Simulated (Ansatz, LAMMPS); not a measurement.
# Squeezing and shearing amorphous 32Ga2O3-68GeO2 (mol %) (69 atoms)

Aim: relax amorphous 32Ga2O3-68GeO2 (mol %) (69 atoms), then change its volume and shape to read moduli from the stress.

Main program and level: Ansatz 0.2.0; Kohn-Sham DFT, PBE, PAW (set soft_1), plane waves.

### 1. Starting point

The cell holds 69 atoms: 12 Ga, 13 Ge and 44 O. Its edges and angles: a = 9.971 Å, b = 9.971 Å, c = 9.971 Å, α = 90.0°, β = 90.0°, γ = 90.0°. 69 atoms (12 Fe, 13 Ge, 44 O) placed at random at 3.95 g/cm³, melted at 5000 K for 10 ps at fixed volume with the Morse and Coulomb pair potential with partial charges (Pedone, Malavasi, Menziani, Cormack and Segre, J. Phys. Chem. B 110, 11780 (2006)). Quenched from 5000 K to 300 K at 20 K/ps and fixed volume, held 5 ps, then minimised at fixed cell. Then Fe was replaced by Ga and the cell scaled by 1.006 (the potential has no terms for the new elements, so the cell is a start for a DFT relaxation).

Limits known from the start: The quench rate of 20 K/ps is orders of magnitude faster than experiment, which tends to freeze in extra defects. The starting topology of bonds comes from the classical model, and needn't be the one that DFT or experiment would give. Sampling is at Γ alone.

### 2. Single point at the start

A single point comes first, to see the forces before anything moves.

input.yaml reads:

```yaml
crystal:
  lattice:
    - [9.97147, 0.0, 0.0]
    - [0.0, 9.97147, 0.0]
    - [0.0, 0.0, 9.97147]
  atoms:
    - { symbol: Ga, position: [0.89911, 0.06658, 0.26282] }
    - { symbol: Ga, position: [0.22486, 0.91248, 0.82548] }
    - { symbol: Ga, position: [0.04077, 0.8832, 0.55722] }
    - { symbol: Ga, position: [0.32612, 0.67021, 0.04947] }
    - { symbol: Ga, position: [0.02847, 0.30299, 0.451] }
    - { symbol: Ga, position: [0.14805, 0.30218, 0.83957] }
    - { symbol: Ga, position: [0.26247, 0.57128, 0.72586] }
    - { symbol: Ga, position: [0.35876, 0.04874, 0.03595] }
    - { symbol: Ga, position: [0.03427, 0.11972, 0.98866] }
    - { symbol: Ga, position: [0.17383, 0.27556, 0.20818] }
    - { symbol: Ga, position: [0.67394, 0.11286, 0.98195] }
    - { symbol: Ga, position: [0.11573, 0.87947, 0.22651] }
    - { symbol: Ge, position: [0.57632, 0.63308, 0.32947] }
    - { symbol: Ge, position: [0.56364, 0.97526, 0.28647] }
    - { symbol: Ge, position: [0.97552, 0.56038, 0.68176] }
    - { symbol: Ge, position: [0.86373, 0.12983, 0.69688] }
    - { symbol: Ge, position: [0.56321, 0.81956, 0.89644] }
    - { symbol: Ge, position: [0.30998, 0.07957, 0.5113] }
    - { symbol: Ge, position: [0.78392, 0.38257, 0.19138] }
    - { symbol: Ge, position: [0.45465, 0.28776, 0.7436] }
    - { symbol: Ge, position: [0.89345, 0.84823, 0.97484] }
    - { symbol: Ge, position: [0.01373, 0.54038, 0.99788] }
    - { symbol: Ge, position: [0.63444, 0.5738, 0.66493] }
    - { symbol: Ge, position: [0.24962, 0.5822, 0.37622] }
    - { symbol: Ge, position: [0.47043, 0.33512, 0.06167] }
    - { symbol: O, position: [0.01336, 0.95999, 0.38675] }
    - { symbol: O, position: [0.26428, 0.88608, 0.09371] }
    - { symbol: O, position: [0.22557, 0.11333, 0.90326] }
    - { symbol: O, position: [0.9215, 0.68359, 0.93736] }
    - { symbol: O, position: [0.10854, 0.32508, 0.0269] }
    - { symbol: O, position: [0.04797, 0.7102, 0.64218] }
    - { symbol: O, position: [0.63885, 0.31023, 0.11136] }
    - { symbol: O, position: [0.55515, 0.42419, 0.70772] }
    - { symbol: O, position: [0.60095, 0.61144, 0.5009] }
    - { symbol: O, position: [0.58759, 0.80429, 0.30323] }
    - { symbol: O, position: [0.29553, 0.57883, 0.54383] }
    - { symbol: O, position: [0.19139, 0.18684, 0.4386] }
    - { symbol: O, position: [0.89402, 0.21032, 0.54988] }
    - { symbol: O, position: [0.0428, 0.44379, 0.57604] }
    - { symbol: O, position: [0.41984, 0.01706, 0.38603] }
    - { symbol: O, position: [0.16903, 0.4349, 0.3207] }
    - { symbol: O, position: [0.0659, 0.50014, 0.82731] }
    - { symbol: O, position: [0.88143, 0.45776, 0.07148] }
    - { symbol: O, position: [0.03415, 0.93217, 0.91048] }
    - { symbol: O, position: [0.90425, 0.96656, 0.66326] }
    - { symbol: O, position: [0.53827, 0.02967, 0.11709] }
    - { symbol: O, position: [0.14308, 0.61547, 0.08047] }
    - { symbol: O, position: [0.50599, 0.73358, 0.03142] }
    - { symbol: O, position: [0.10018, 0.0959, 0.17205] }
    - { symbol: O, position: [0.71482, 0.05253, 0.31277] }
    - { symbol: O, position: [0.35518, 0.2354, 0.14523] }
    - { symbol: O, position: [0.85187, 0.11947, 0.05688] }
    - { symbol: O, position: [0.40745, 0.1726, 0.62447] }
    - { symbol: O, position: [0.99026, 0.20005, 0.80283] }
    - { symbol: O, position: [0.80601, 0.55298, 0.6823] }
    - { symbol: O, position: [0.21785, 0.96714, 0.6178] }
    - { symbol: O, position: [0.90831, 0.2905, 0.28116] }
    - { symbol: O, position: [0.5831, 0.70434, 0.76817] }
    - { symbol: O, position: [0.72422, 0.89085, 0.93714] }
    - { symbol: O, position: [0.17506, 0.73559, 0.3456] }
    - { symbol: O, position: [0.29942, 0.37618, 0.76067] }
    - { symbol: O, position: [0.44083, 0.94243, 0.87183] }
    - { symbol: O, position: [0.69224, 0.51414, 0.26782] }
    - { symbol: O, position: [0.72256, 0.14724, 0.79512] }
    - { symbol: O, position: [0.93292, 0.87275, 0.14234] }
    - { symbol: O, position: [0.3939, 0.47833, 0.01686] }
    - { symbol: O, position: [0.27264, 0.71901, 0.84251] }
    - { symbol: O, position: [0.48508, 0.23825, 0.91194] }
    - { symbol: O, position: [0.4076, 0.58926, 0.29142] }
kpoints:
  mp_grid: { grid: [1, 1, 1] }
hamiltonian:
  xc: pbe
  pseudopotentials: { kind: paw, azcp: { folder: soft_1 } }
scf:
  occupations: { method: fixed }
output:
  forces: true
```

The run is started by

```bash
$ ansatz run input.yaml --threads 4 --pin off --max-ram 8192MiB --backend cpu --events-out ev --progress --plain --runs-dir out
```

Numbers of over 12 decimals in the logs are rounded to 6 here.

Output:

```text
[...]
Pseudopotentials: kind: paw
Pseudopotential: Ga, paw, valence charge 13, recommended cutoff 420 eV (normal), soft_1/Ga.paw.azcp
Pseudopotential: Ge, paw, valence charge 14, recommended cutoff 420 eV (normal), soft_1/Ge.paw.azcp
Pseudopotential: O, paw, valence charge 6, recommended cutoff 420 eV (normal), soft_1/O.paw.azcp
[... 5 lines on functional and potentials left out ...]
Crystal: 69 atoms, lattice volume = 991.465 Å³
Basis set: ecut = 420 eV, 19381 PW (Γ), exchange–correlation on 144×144×144 points (8 copies of the dense FFT grid, shifted against one another)
Bands: 370, of which v1, the nominal top of the filled ones, is band 301 counted from 1 (300 counted from 0)
Symmetry: 1 space group operations
Space group: P1 (ITA 1), of the structure as read, at distance tolerance 1.0e-4 Å
k-points: 1
[... 7 lines on functional and potentials left out ...]
Initial density: superposition of atomic densities (chi_scale 0.1, normalization cell, long waves kept (reshape's long-wave potential 0.67 eV rms))
Initial wavefunctions: pseudopotential atomic-orbital guess
[...]
SCF iter   1: F=—  HF=-126210.390257 eV  |F-HF|=—  |Δ(HF+E_count)|=         —  Δρ=1.03e-1  dr2=6.89e1  ethr=3.10e-3  ⟨swp⟩=5.0  Hψ=1235  notcnv=0  defer=66
preconditioner: auto → Resta (q_TF=auto, 2.511 Å⁻¹)  ε∞=3.1  [insulator: Δε(μ)=1.262 eV  Ē_g=19.960 eV  n_scr=250 (ndim 8)  ℏωp=28.9 eV  f_vac=0.153  ε∞_Penn≈3.1]
[...]
SCF iter  13: F=—  HF=-126189.049563 eV  |F-HF|=—  |Δ(HF+E_count)|=   2.69e-7  Δρ=5.28e-6  dr2=2.67e-7  ethr=1.72e-10  ⟨swp⟩=2.0  Hψ=533  notcnv=0  defer=64
SCF iter  14: F=-126189.049563 eV  HF=-126189.049563 eV  |F-HF|=1.85e-8  |Δ(HF+E_count)|=   2.41e-8  Δρ=2.24e-6  dr2=4.72e-8  ethr=1.66e-11  ⟨swp⟩=4.0  Hψ=1107  notcnv=0
SCF 1 converged in 14 iterations: F = -126189.049563 eV  dr2 = 4.72e-8
[...]
SCF converged after 14 iterations
Free energy (F): -126189.049563 eV
Harris-Foulkes:  -126189.049563 eV  (|F-HF|=1.85e-8)
Internal energy: -126189.049563 eV  (E = F + TS)
E sigma→0 (E₀):  -126189.049563 eV
Fermi energy:    4.723058 eV
--- Per-component energies (eV) ---
[...]
Σ components = -126189.049563   (vs F -126189.049563, Δ=0.00e0)
--- Forces (eV/Å), atoms counted from 1 ---
  atom   1  Ga    -0.99621406    -0.60881638    -0.72806220
  atom   2  Ga     0.13413558    -0.03691628     0.08875817
  atom   3  Ga    -1.08135632     0.62064090     0.53339812
  atom   4  Ga     0.36720938    -0.15596605    -0.96165522
[...]
atom  69  O      0.31932930    -0.25277077    -1.14400425
  max |Σ_I F_I| component: 3.35e-5 eV/Å
```

It took 14 s on 4 threads of Arm Neoverse V1, shared host; peak memory 1.3 GiB; 54 s of CPU time.

The r.m.s. force at the start is 0.88 eV/Å.

### 3. Cell and atoms relaxed

Cell and atoms are freed together, to release stress as well as forces.

input.yaml reads:

```yaml
crystal:
  lattice:
    - [9.97147, 0.0, 0.0]
    - [0.0, 9.97147, 0.0]
    - [0.0, 0.0, 9.97147]
  atoms:
    [... the 69 atom lines of step 2 ...]
kpoints:
  mp_grid: { grid: [1, 1, 1] }
hamiltonian:
  xc: pbe
  pseudopotentials: { kind: paw, azcp: { folder: soft_1 } }
scf:
  occupations: { method: fixed }
output:
  forces: true
relax:
  f_tol: 0.05
  max_steps: 150
  cell: {}
```

Output:

```text
[...]
Crystal: 69 atoms, lattice volume = 991.465 Å³
Basis set: ecut = 420 eV, 19381 PW (Γ), exchange–correlation on 144×144×144 points (8 copies of the dense FFT grid, shifted against one another)
Bands: 370, of which v1, the nominal top of the filled ones, is band 301 counted from 1 (300 counted from 0)
Symmetry: 1 space group operations
[...]
k-points: 1
[...]
SCF iter   1: F=—  HF=-126210.390258 eV  |F-HF|=—  |Δ(HF+E_count)|=         —  Δρ=1.03e-1  dr2=6.89e1  ethr=3.10e-3  ⟨swp⟩=5.0  Hψ=1235  notcnv=0  defer=66
[...]
SCF iter  14: F=-126189.049563 eV  HF=-126189.049563 eV  |F-HF|=1.86e-8  |Δ(HF+E_count)|=   2.41e-8  Δρ=2.24e-6  dr2=4.72e-8  ethr=1.66e-11  ⟨swp⟩=4.0  Hψ=1107  notcnv=0
SCF 1 converged in 14 iterations: F = -126189.049563 eV  dr2 = 4.72e-8
[...]
relax step   1: F+E_penalty+E_count = -126189.04956306 eV  Δ(F+E_penalty+E_count) = +0.000e0 eV  max|allowed force component| = 2.541e0 eV/Å  Δτ_max = 0.0000 Å  P = -2.795 GPa  Ω = 991.465 Å³  (14 SCF iters, dr2 threshold 1.00e-7 eV, accepted)
[... from here on, the SCF cycles and remarks between the steps are left out ...]
relax step   2: F+E_penalty+E_count = -126193.14739447 eV  Δ(F+E_penalty+E_count) = -4.098e0 eV  max|allowed force component| = 1.347e0 eV/Å  Δτ_max = 0.1468 Å  P = -0.625 GPa  Ω = 952.886 Å³  energy of the carried Pulay correction = +9.980e-2 eV  (9 SCF iters, dr2 threshold 6.90e-6 eV, accepted)
relax step   3: F+E_penalty+E_count = -126194.51370208 eV  Δ(F+E_penalty+E_count) = -1.366e0 eV  max|allowed force component| = 5.596e-1 eV/Å  Δτ_max = 0.1791 Å  P = +0.943 GPa  Ω = 923.446 Å³  energy of the carried Pulay correction = +1.787e-1 eV  (8 SCF iters, dr2 threshold 6.90e-6 eV, accepted)
relax step   4: F+E_penalty+E_count = -126195.20763128 eV  Δ(F+E_penalty+E_count) = -6.939e-1 eV  max|allowed force component| = 6.386e-1 eV/Å  Δτ_max = 0.2000 Å  P = +0.553 GPa  Ω = 918.904 Å³  energy of the carried Pulay correction = +1.911e-1 eV  (8 SCF iters, dr2 threshold 6.90e-6 eV, accepted)
relax step   5: F+E_penalty+E_count = -126195.79134049 eV  Δ(F+E_penalty+E_count) = -5.837e-1 eV  max|allowed force component| = 4.628e-1 eV/Å  Δτ_max = 0.1938 Å  P = -0.282 GPa  Ω = 915.338 Å³  energy of the carried Pulay correction = +2.008e-1 eV  (8 SCF iters, dr2 threshold 6.90e-6 eV, accepted)
relax step   6: F+E_penalty+E_count = -126196.20205024 eV  Δ(F+E_penalty+E_count) = -4.107e-1 eV  max|allowed force component| = 2.951e-1 eV/Å  Δτ_max = 0.2000 Å  P = -0.220 GPa  Ω = 912.065 Å³  energy of the carried Pulay correction = +2.098e-1 eV  (8 SCF iters, dr2 threshold 6.90e-6 eV, accepted)
relax step   7: F+E_penalty+E_count = -126196.52375482 eV  Δ(F+E_penalty+E_count) = -3.217e-1 eV  max|allowed force component| = 3.745e-1 eV/Å  Δτ_max = 0.2000 Å  P = -0.082 GPa  Ω = 910.720 Å³  energy of the carried Pulay correction = +2.135e-1 eV  (8 SCF iters, dr2 threshold 5.44e-6 eV, accepted)
relax step   8: F+E_penalty+E_count = -126196.65733932 eV  Δ(F+E_penalty+E_count) = -1.336e-1 eV  max|allowed force component| = 3.388e-1 eV/Å  Δτ_max = 0.1947 Å  P = -0.030 GPa  Ω = 910.398 Å³  energy of the carried Pulay correction = +2.144e-1 eV  (8 SCF iters, dr2 threshold 6.90e-6 eV, accepted)
relax step   9: F+E_penalty+E_count = -126196.80062854 eV  Δ(F+E_penalty+E_count) = -1.433e-1 eV  max|allowed force component| = 1.658e-1 eV/Å  Δτ_max = 0.2000 Å  P = +0.049 GPa  Ω = 909.336 Å³  energy of the carried Pulay correction = +2.173e-1 eV  (8 SCF iters, dr2 threshold 6.90e-6 eV, accepted)
relax step  10: F+E_penalty+E_count = -126196.80124918 eV  Δ(F+E_penalty+E_count) = -6.206e-4 eV  max|allowed force component| = 4.020e-1 eV/Å  Δτ_max = 0.1654 Å  P = -0.289 GPa  Ω = 910.204 Å³  energy of the carried Pulay correction = +2.149e-1 eV  (9 SCF iters, dr2 threshold 1.72e-6 eV, accepted)
relax step  11: F+E_penalty+E_count = -126196.91314716 eV  Δ(F+E_penalty+E_count) = -1.119e-1 eV  max|allowed force component| = 4.900e-1 eV/Å  Δτ_max = 0.2000 Å  P = +0.135 GPa  Ω = 905.102 Å³  energy of the carried Pulay correction = +2.290e-1 eV  (8 SCF iters, dr2 threshold 6.90e-6 eV, accepted)
relax step  12: F+E_penalty+E_count = -126197.07567248 eV  Δ(F+E_penalty+E_count) = -1.625e-1 eV  max|allowed force component| = 2.635e-1 eV/Å  Δτ_max = 0.2000 Å  P = +0.058 GPa  Ω = 901.204 Å³  energy of the carried Pulay correction = +2.399e-1 eV  (8 SCF iters, dr2 threshold 6.90e-6 eV, accepted)
relax step  13: F+E_penalty+E_count = -126197.18648050 eV  Δ(F+E_penalty+E_count) = -1.108e-1 eV  max|allowed force component| = 2.661e-1 eV/Å  Δτ_max = 0.1950 Å  P = -0.130 GPa  Ω = 898.213 Å³  energy of the carried Pulay correction = +2.482e-1 eV  (8 SCF iters, dr2 threshold 4.34e-6 eV, accepted)
relax step  14: F+E_penalty+E_count = -126197.32449523 eV  Δ(F+E_penalty+E_count) = -1.380e-1 eV  max|allowed force component| = 1.778e-1 eV/Å  Δτ_max = 0.2000 Å  P = +0.048 GPa  Ω = 896.522 Å³  energy of the carried Pulay correction = +2.530e-1 eV  (9 SCF iters, dr2 threshold 4.43e-6 eV, accepted)
[...]
relax step  23: F+E_penalty+E_count = -126197.66858163 eV  Δ(F+E_penalty+E_count) = -8.759e-3 eV  max|allowed force component| = 1.207e-1 eV/Å  Δτ_max = 0.0732 Å  P = -0.030 GPa  Ω = 909.596 Å³  energy of the carried Pulay correction = +2.166e-1 eV  (13 SCF iters, accepted)
relax step  24: F+E_penalty+E_count = -126197.67694627 eV  Δ(F+E_penalty+E_count) = -8.365e-3 eV  max|allowed force component| = 4.688e-2 eV/Å  Δτ_max = 0.0750 Å  P = +0.009 GPa  Ω = 910.488 Å³  energy of the carried Pulay correction = +2.142e-1 eV  (8 SCF iters, dr2 threshold 9.10e-7 eV, accepted)
relax step  25: F+E_penalty+E_count = -126197.67298342 eV  Δ(F+E_penalty+E_count) = +3.963e-3 eV  max|allowed force component| = 3.039e-1 eV/Å  Δτ_max = 0.1118 Å  P = +0.011 GPa  Ω = 912.375 Å³  energy of the carried Pulay correction = +2.090e-1 eV  (13 SCF iters, accepted)
relax step  26: F+E_penalty+E_count = -126197.58241102 eV  Δ(F+E_penalty+E_count) = +9.057e-2 eV  max|allowed force component| = 5.223e-1 eV/Å  Δτ_max = 0.1688 Å  P = +0.087 GPa  Ω = 914.240 Å³  energy of the carried Pulay correction = +2.038e-1 eV  (8 SCF iters, dr2 threshold 5.77e-6 eV, rejected (line search))
relax step  27: F+E_penalty+E_count = -126197.68738505 eV  Δ(F+E_penalty+E_count) = -1.440e-2 eV  max|allowed force component| = 4.322e-2 eV/Å  Δτ_max = 0.0844 Å  P = -0.008 GPa  Ω = 913.408 Å³  energy of the carried Pulay correction = +2.061e-1 eV  (13 SCF iters, accepted)
relax step  28: F+E_penalty+E_count = -126197.69221075 eV  Δ(F+E_penalty+E_count) = -4.826e-3 eV  max|allowed force component| = 4.707e-2 eV/Å  Δτ_max = 0.0844 Å  P = +0.015 GPa  Ω = 913.191 Å³  energy of the carried Pulay correction = +2.067e-1 eV  (11 SCF iters, dr2 threshold 6.29e-9 eV, accepted)
relax step  29: F+E_penalty+E_count = -126197.61001102 eV  Δ(F+E_penalty+E_count) = +8.220e-2 eV  max|allowed force component| = 4.604e-2 eV/Å  Δτ_max = 0.0000 Å  P = -0.152 GPa  Ω = 913.191 Å³  stress off target by 2.99e-1 GPa  SCF on the basis re-selected at this cell (its energy is not comparable with the rows above)  (8 SCF iters)
relax step  30: F+E_penalty+E_count = -126197.61849894 eV  Δ(F+E_penalty+E_count) = -8.488e-3 eV  max|allowed force component| = 8.886e-2 eV/Å  Δτ_max = 0.0462 Å  P = +0.191 GPa  Ω = 910.774 Å³  energy of the carried Pulay correction = +6.231e-3 eV  (8 SCF iters, dr2 threshold 2.24e-7 eV, accepted)
relax step  31: F+E_penalty+E_count = -126197.61903937 eV  Δ(F+E_penalty+E_count) = -5.404e-4 eV  max|allowed force component| = 9.802e-2 eV/Å  Δτ_max = 0.1099 Å  P = +0.042 GPa  Ω = 910.156 Å³  energy of the carried Pulay correction = +7.709e-3 eV  (9 SCF iters, dr2 threshold 4.93e-7 eV, rejected (line search))
relax step  32: F+E_penalty+E_count = -126197.62079937 eV  Δ(F+E_penalty+E_count) = -2.300e-3 eV  max|allowed force component| = 5.479e-2 eV/Å  Δτ_max = 0.0530 Å  P = -0.030 GPa  Ω = 911.227 Å³  energy of the carried Pulay correction = +4.989e-3 eV  (11 SCF iters, accepted)
relax step  33: F+E_penalty+E_count = -126197.62156513 eV  Δ(F+E_penalty+E_count) = -7.658e-4 eV  max|allowed force component| = 6.738e-2 eV/Å  Δτ_max = 0.0233 Å  P = -0.056 GPa  Ω = 911.070 Å³  energy of the carried Pulay correction = +5.390e-3 eV  (8 SCF iters, dr2 threshold 1.88e-7 eV, accepted)
relax step  34: F+E_penalty+E_count = -126197.62297403 eV  Δ(F+E_penalty+E_count) = -1.409e-3 eV  max|allowed force component| = 2.149e-2 eV/Å  Δτ_max = 0.0038 Å  P = -0.011 GPa  Ω = 910.739 Å³  energy of the carried Pulay correction = +6.264e-3 eV  (6 SCF iters, dr2 threshold 2.84e-7 eV, accepted)
relax step  35: F+E_penalty+E_count = -126197.61847381 eV  Δ(F+E_penalty+E_count) = +4.500e-3 eV  max|allowed force component| = 2.138e-2 eV/Å  Δτ_max = 0.0000 Å  P = -0.018 GPa  Ω = 910.739 Å³  stress off target by 4.52e-2 GPa  SCF on the basis re-selected at this cell (its energy is not comparable with the rows above)  (5 SCF iters)
[...]
SCF converged after 5 iterations
Free energy (F): -126197.618474 eV
[...]
Internal energy: -126197.618474 eV  (E = F + TS)
E sigma→0 (E₀):  -126197.618474 eV
Fermi energy:    5.101898 eV
[...]
--- Forces (eV/Å), atoms counted from 1 ---
  atom   1  Ga    -0.01108868    -0.01126253     0.00032140
  atom   2  Ga    -0.00115200     0.00257108     0.00622167
  atom   3  Ga    -0.00327850    -0.00909795     0.00779421
  atom   4  Ga    -0.00141536     0.00724996     0.00042342
  atom   5  Ga    -0.00154241    -0.00182674     0.00033548
  atom   6  Ga    -0.00264798     0.00394227    -0.01416863
  atom   7  Ga    -0.00432232     0.01713369    -0.00286850
  atom   8  Ga     0.01215795    -0.00640994     0.01029553
  atom   9  Ga    -0.01200179    -0.01490798    -0.00483650
  atom  10  Ga    -0.00212540     0.00390927     0.01029668
  atom  11  Ga     0.00292265    -0.00904744    -0.00709201
  atom  12  Ga    -0.01619039     0.00742961     0.00524919
  atom  13  Ge     0.00305367     0.00275403     0.00254219
  atom  14  Ge     0.00064016     0.00184980     0.00240499
[...]
atom  68  O     -0.00486506     0.00601655    -0.00263551
  atom  69  O     -0.00140083    -0.00211391     0.00103297
  max |Σ_I F_I| component: 3.10e-6 eV/Å
--- Stress (GPa, compression-positive) ---
       -0.032169      -0.005121      -0.017568
       -0.005121      -0.005024      -0.005830
       -0.017568      -0.005829      -0.017326
  P = ⅓ Tr σ = -0.0182 GPa (-0.182 kbar)
--- Relaxed structure (33 steps of the walk, 29 accepted, 2 SCFs on fresh bases) ---
  F+E_penalty+E_count = -126197.61847381 eV   max|allowed force component| = 2.138e-2 eV/Å   (the final SCF, on the basis selected at the relaxed cell)
  cell:  # Å, volume = 910.7391 Å³
    - [9.014428, 0.040561, -0.041083]
    - [0.040561, 10.210893, -0.00162861]
    - [-0.041083, -0.00162861, 9.894824]
  atoms:
    - { symbol: Ga, position: [0.899753, 0.018994, 0.227171] }
    - { symbol: Ga, position: [0.237549, 0.912975, 0.803683] }
    - { symbol: Ga, position: [0.023916, 0.901839, 0.536328] }
    - { symbol: Ga, position: [0.360412, 0.622033, 0.117350] }
[...]
- { symbol: O, position: [0.414321, 0.602662, 0.305333] }
```

Run time: 7.3 min. Hardware: 4 threads; peak memory 1.3 GiB.

The relaxation converged after 33 steps, with a largest force component of 0.021 eV/Å.

(Part 1 of 3 ends here.)

[Logs are printed without paths, hosts, clocks, repeated set-up lines and the standing remarks that a program may print on its own settings, such as how far it seeks lower states.]

[Hosts, paths, dates, database ids (printed as entryN), source tags and the programs' standing remarks are cut or masked in the printed files.]
